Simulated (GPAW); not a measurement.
# Foreign atoms in a Pd chain: which ones block the current?

One atom thick, a chain of Pd offers 4 channels a spin at the Fermi level. How much of the current survives when a foreign atom sits in the chain or at its side?

Set-up. GPAW 26.7.0 in a basis of numerical atomic orbitals with PAW setups; lead and junction are solved self-consistently in repeated cells 9 Å or more across, their Hamiltonian and overlap matrices go into Green's functions with semi-infinite leads (ASE), and T is the Landauer transmission at zero bias, at the junction cell's Fermi level, for one spin or as the mean of both where a run is spin-polarised. Basis dzp and PBE unless a column says otherwise. The structures were built from estimated bond lengths and not relaxed.

Results:

```
atom                              place  T, dzp  T, minimal basis
  Pt  in line, replacing one chain atom    3.38              2.95
  Au           on top of one chain atom    3.32               3.1
  Au  in line, replacing one chain atom    2.94              3.01
   C                        two in line    2.84              2.94
   P                    beside one bond    1.84              1.37
   B  in line, replacing one chain atom    1.33              1.17
  Zn  in line, replacing one chain atom    1.14              1.04
```

**Reading.** T at the Fermi level runs from 3.38 (Pt in line) down to 1.14 (Zn in line), against 4 open channels a spin in the clean chain. Where one element stands in both places: Au gives 2.94 in line and 3.32 on top. In these cases the side position blocks less, as one expects where the direct path stays whole; side atoms can still close channels by interference. The minimal basis misses the dzp value by a median factor of 1.10 and by 1.3 at worst, to be set beside the factor of 2.96 between the ends of the table.

What the numbers leave out: An evenly spaced straight chain is an idealisation of an electrode: free chains dimerise or zigzag, and their density of states has sharper edges than a bulk metal's. Once the lead is aligned to the junction's end layer, its own Fermi level lies within 0.01 eV of the zero used here in the dzp runs. No run was spin-polarised, so magnetic states weren't tested. Spin-orbit coupling is left out, which matters for the heavier atoms here. Element, place and number of foreign atoms change together from row to row, so the order can't be credited to the element alone. T at one energy can sit on the flank of a resonance and move with small shifts of the Fermi level. Junctions whose dzp lead is shut at the Fermi level or whose end layer misses the lead by over 0.25 eV were left out, as were H in line (its neighbours overlap directly) and, where atoms were relaxed, moves over 0.6 Å, which change the site.

[Logs are printed without paths, hosts, clocks, repeated set-up lines and the standing remarks that a program may print on its own settings, such as how far it seeks lower states.]
